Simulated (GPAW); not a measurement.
# Geometry or basis: what sets the conductance of CO in line between two Fe chains, part 2 of 2

How well does CO in line between two Fe chains conduct once its atoms have relaxed, and how much do cheaper levels lose?

GPAW 26.7.0; GPAW LCAO, PAW setups; relaxation of the junction within the symmetry of its start, lead ends held (the session's first sound run).

So far, conductance (G₀): step 3 (double-zeta polarised basis, PBE, GPAW) 0.441; step 4 (basis szp(dzp), PBE, GPAW) 0.422; step 5 (basis sz(dzp), PBE, GPAW) 0.489; step 6 (RPBE) 0.423; step 7 (the structure as built: geometry = "as built", PBE, GPAW) 0.814.

**9. Comparison**

The curves are compared point by point over the common energies.

This step: comparison of transmission and cost over codes, levels and geometry (GPAW 26.7.0).

Ladder, by row:

| step | code | T at the Fermi level (sum over the listed spins) | conductance (G0) | r.m.s. T(E) from the first | wall time (s) | peak memory (GiB) | threads |
| --- | --- | --- | --- | --- | --- | --- | --- |
| dzp | GPAW | 0.8811 | 0.4408 | 0 | 763.1 | 1.74 | 1 |
| szp | GPAW | 0.8417 | 0.4217 | 0.3048 | 482.5 | 1.7 | 1 |
| sz | GPAW | 0.9807 | 0.4891 | 0.2705 | 370.2 | 1.67 | 1 |
| dzp-RPBE | GPAW | 0.8449 | 0.4229 | 0.138 | 689.6 | 1.76 | 1 |
| asbuilt | GPAW | 1.626 | 0.8137 | 0.7012 | 786 | 1.77 | 1 |

The transmission, zone mean, sum over the listed spins by energy, zero at the Fermi level:

| energy (eV) | dzp | szp | sz | dzp-RPBE | asbuilt |
| --- | --- | --- | --- | --- | --- |
| -2.000 | 0.916 | 0.910 | 0.862 | 0.928 | 1.90 |
| -1.800 | 1.03 | 1.01 | 0.978 | 1.05 | 1.93 |
| -1.650 | 1.08 | 1.05 | 1.01 | 1.07 | 1.90 |
| -1.600 | 1.07 | 1.04 | 0.971 | 1.06 | 1.88 |
| -1.400 | 1.01 | 0.827 | 0.759 | 0.983 | 1.83 |
| -1.275 | 0.930 | 0.896 | 0.838 | 1.90 | 1.85 |
| -1.200 | 1.94 | 0.921 | 0.576 | 1.51 | 1.57 |
| -1.175 | 1.47 | 0.903 | 1.11 | 1.23 | 1.26 |
| -1.125 | 1.38 | 1.17 | 0.952 | 1.05 | 0.837 |
| -1.000 | 1.11 | 0.676 | 0.915 | 1.04 | 0.960 |
| -0.800 | 1.13 | 0.884 | 0.977 | 1.11 | 1.10 |
| -0.600 | 1.03 | 0.986 | 1.01 | 1.00 | 1.31 |
| -0.400 | 0.944 | 0.968 | 1.01 | 0.897 | 1.47 |
| -0.200 | 0.894 | 0.889 | 0.985 | 0.843 | 1.53 |
| 0.000 | 0.881 | 0.842 | 0.981 | 0.845 | 1.63 |
| 0.200 | 0.885 | 0.845 | 0.914 | 0.873 | 1.78 |
| 0.400 | 0.889 | 0.863 | 0.870 | 0.890 | 1.89 |
| 0.600 | 0.887 | 0.826 | 0.844 | 0.882 | 1.90 |
| 0.800 | 0.889 | 0.815 | 0.751 | 0.877 | 1.84 |
| 1.000 | 0.916 | 0.857 | 0.761 | 0.902 | 1.75 |
| 1.200 | 0.967 | 1.01 | 0.869 | 0.955 | 1.60 |
| 1.400 | 1.02 | 1.13 | 1.01 | 1.02 | 1.38 |
| 1.600 | 1.07 | 1.24 | 1.11 | 1.07 | 1.07 |
| 1.800 | 1.23 | 1.40 | 1.25 | 1.25 | 0.505 |
| 1.850 | 1.27 | 1.44 | 1.30 | 1.30 | 0.331 |
| 1.925 | 0.114 | 1.49 | 1.37 | 0.117 | 0.122 |
| 1.975 | 0.115 | 1.51 | 1.30 | 0.118 | 0.115 |
| 2.000 | 0.115 | 1.48 | 0.687 | 0.118 | 0.115 |

**10. A varied run**

One more run, with changed settings.

This step: GPAW LCAO, PAW setups; Landauer transmission from Green's functions with principal layers (ASE), zero bias (GPAW 26.7.0).

File run.py:

```python
import json
import numpy as np
from ase import Atoms
from ase.transport.calculators import TransportCalculator
from gpaw import GPAW, FermiDirac
from gpaw.lcao.tools import get_lcao_hamiltonian
from scipy.linalg import eigh

# The junction with lead layers at both ends, along the third cell vector
device = Atoms(
    ['Fe', 'Fe', 'Fe', 'Fe', 'Fe', 'Fe', 'C', 'O', 'Fe', 'Fe', 'Fe', 'Fe', 'Fe', 'Fe'],
    positions=[
        [4.50000, 4.50000, 1.13000],
        [4.50000, 4.50000, 3.39000],
        [4.50000, 4.50000, 5.65000],
        [4.50000, 4.50000, 7.91000],
        [4.50000, 4.50000, 10.17000],
        [4.50000, 4.50000, 12.34136],
        [4.50000, 4.50000, 14.02879],
        [4.50000, 4.50000, 15.24107],
        [4.50000, 4.50000, 17.08208],
        [4.50000, 4.50000, 19.15030],
        [4.50000, 4.50000, 21.41030],
        [4.50000, 4.50000, 23.67030],
        [4.50000, 4.50000, 25.93030],
        [4.50000, 4.50000, 28.19030]],
    cell=[[9.0, 0.0, 0.0], [0.0, 9.0, 0.0], [0.0, 0.0, 29.3203]],
    pbc=True,
    magmoms=[3.0, 3.0, 3.0, 3.0, 3.0, 3.0, 0.0, 0.0, 3.0, 3.0, 3.0, 3.0, 3.0, 3.0])

# One principal layer of the lead: the first 3 atoms of the device
lead = Atoms(
    ['Fe', 'Fe', 'Fe'],
    positions=[
        [4.50000, 4.50000, 1.13000],
        [4.50000, 4.50000, 3.39000],
        [4.50000, 4.50000, 5.65000]],
    cell=[[9.0, 0.0, 0.0], [0.0, 9.0, 0.0], [0.0, 0.0, 6.78]],
    pbc=True,
    magmoms=[3.0, 3.0, 3.0])

settings = dict(mode='lcao', basis='dzp', xc='PBE', h=0.18,
                occupations=FermiDirac(0.1), maxiter=75,
                mixer=dict(beta=0.7, nmaxold=1, weight=1.0),
                convergence=dict(density=0.0001))
energies = np.arange(-2, 2 + 1e-9, 0.025)
eta = 0.0001
n1, n2 = 1, 1
# k and -k transmit alike, so half of the mesh across the current serves
mesh = [(i, j) for i in range(n1) for j in range(n2) if (i, j) <= (-i % n1, -j % n2)]
weights = np.array([1 if (i, j) == (-i % n1, -j % n2) else 2 for i, j in mesh]) / (n1 * n2)

# [... helper functions left out ...]
fermi_lead = ground_state(lead, (1, 1, 17), 'lead.txt')
fermi_device = ground_state(device, (1, 1, 3), 'device.txt')
# [... loop over the mesh left out, but for ...]
        # Shift the lead onto the potential of the device's first layer
        shift = ((H[:, 0, 0] - H0[:, 0, 0]) / S0[0, 0]).real.mean()
# [...]
kT = 8.617333e-5 * 300
bias = [0.1, 0.2, 0.5, 1.0, 1.5, 2.0]
# [... integrals and printing left out ...]
```

Run with:

```console
$ OMP_NUM_THREADS=1 OPENBLAS_NUM_THREADS=1 python run.py
```

The job ended after 99 s (1 thread of Arm Neoverse V1, shared host; peak memory 0.34 GiB).

The fault put into the input: mixing far too strong, under a cap of 75 iterations, which ended the run (beta = 0.7, nmaxold = 1 and weight = 1.0).

**11. Summary of results**

```json
{
 "conductance": "0.441 G₀",
 "transmission at the Fermi level, mean of the spins": "0.441"
}
```

What this shows: In the dzp basis the junction conducts 0.441 G₀ at 300 K, with T = 0.441 as the mean of the two spins at the Fermi level; the szp basis reaches that conductance within 10 %. Relaxation moved atoms by up to 0.19 Å and took the conductance from 0.814 to 0.441 G₀, as a ratio a larger change than the step from dzp to the minimal basis. The current is spin polarised: -88 % at the Fermi level, counted as (up - down)/(up + down). Measured against the first run (dzp), the nearest curve is that of dzp-RPBE (r.m.s. 0.14) and the farthest that of asbuilt (0.70). Over the compared runs wall time goes from 370 s (sz) to 786 s (asbuilt), on a shared host. The leads kept an estimated spacing and the cell its length, so the junction may be under some tension or compression. The geometry comes from the orbital basis, which tends to overbind, and kept the symmetry of the start, so a structure of lower symmetry may lie lower. The moments started parallel, and no other order was tried; chains of Cr or Mn atoms, among others, may prefer antiparallel neighbours. An evenly spaced straight chain is an idealisation: free chains tend to dimerise, zigzag or, where a band edge lies near the Fermi level, turn magnetic. The currents use the zero-bias T(E) throughout, which holds only while the bias is small against the distance to the nearest feature. One magnetic start was tried; another order may lie lower. The thermopower isn't quoted: it samples T(E) farther from the Fermi level than the conductance does, and the energy grid wasn't tested for it.

[Logs are printed without paths, hosts, clocks, repeated set-up lines and the standing remarks that a program may print on its own settings, such as how far it seeks lower states.]

[Hosts, paths, dates, database ids (printed as entryN), source tags and the programs' standing remarks are cut or masked in the printed files.]
